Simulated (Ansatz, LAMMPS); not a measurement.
**What do other settings change for liquid Al at 1200 K (111 atoms)?**

Density of this cell: 2.33 g/cm³. The cell holds 111 atoms: 111 Al. Its edges and angles: a = 12.877 Å, b = 12.877 Å, c = 12.877 Å, α = 90.0°, β = 90.0°, γ = 90.0°. 111 atoms (111 Al) placed at random at 2.39 g/cm³, melted at 1500 K for 10 ps at fixed volume with the Finnis-Sinclair Al potential (Mendelev, file Al_mm.eam.fs of the LAMMPS distribution). Snapshot at the end of a hold of 10 ps at 1200 K and zero pressure.

Geometry: as built.

Reference run: Kohn-Sham DFT, PBE, PAW (set soft_2), plane waves (Ansatz 0.2.0), cutoff 420 eV, k-mesh 2×2×2, fermi-dirac smearing of 0.1 eV.

* r.m.s. force component: 0.8327 eV/Å
* pressure: 0.8227 GPa
* spacing of highest filled and lowest empty level: 0.0093 eV
* SCF cycles: 7
* time: 4.8 min on 4 threads of Arm Neoverse V1, shared host

Q: Estimate how much each variant changes the results, and its time and memory.
- support functions medium
- support functions low
- support functions high
- support functions medium, radius 3.89 Å
- support functions medium, radius 4.21 Å
- support functions medium, radius 4.49 Å
- support functions medium, radius 4.81 Å
- support functions medium, radius 5.41 Å
- support functions medium, radius 6.01 Å

Each row is set against the plane-wave reference (Kohn-Sham DFT, PBE, PAW (set soft_2), plane waves; r.m.s. force component 0.833 eV/Å). Energies are set beside the reference only for runs with its functional, potentials and electron count. Times are for 4 threads of Arm Neoverse V1, shared host. The reference's time includes the DOS, ELF, the stress and grids, which some other runs skip.

| run | Δ force, r.m.s. (meV/Å) | share of r.m.s. force (%) | Δ energy (meV/atom) | cycles | time | host memory (GiB) |
| --- | --- | --- | --- | --- | --- | --- |
| reference | - | - | - | 7 | 4.8 min | 5.4 |
| support functions medium | 0.298 | 0.0358 | -0.581 | 9 | 76 s | 2.8 |
| support functions low | 0.298 | 0.0358 | -0.581 | 9 | 77 s | 2.8 |
| support functions high | 0.21 | 0.0252 | -0.578 | 11 | 3.1 min | 4.4 |
| support functions medium, radius 3.89 Å | 0.349 | 0.0419 | -0.578 | 9 | 72 s | 2.6 |
| support functions medium, radius 4.21 Å | 0.239 | 0.0287 | -0.585 | 9 | 85 s | 3.0 |
| support functions medium, radius 4.49 Å | 0.212 | 0.0255 | -0.587 | 9 | 1.7 min | 3.3 |
| support functions medium, radius 4.81 Å | 0.198 | 0.0237 | -0.588 | 9 | 2 min | 3.7 |
| support functions medium, radius 5.41 Å | 0.193 | 0.0232 | -0.588 | 9 | 3.1 min | 4.7 |
| support functions medium, radius 6.01 Å | 0.193 | 0.0232 | -0.589 | 9 | 4.7 min | 5.6 |

Among numerical settings the force difference runs from 0.19 meV/Å (support functions medium, radius 5.41 Å) to 0.35 meV/Å (support functions medium, radius 3.89 Å). Differences between support functions and plane waves include what basis error the plane-wave run still has. As the radius goes from 3.89 to 6.01 Å, the force difference goes from 0.35 to 0.19 meV/Å, and the time from 72 s to 4.7 min. The electron count is odd and the run has no spin polarisation.

[Hosts, paths, dates, database ids (printed as entryN), source tags and the programs' standing remarks are cut or masked in the printed files.]
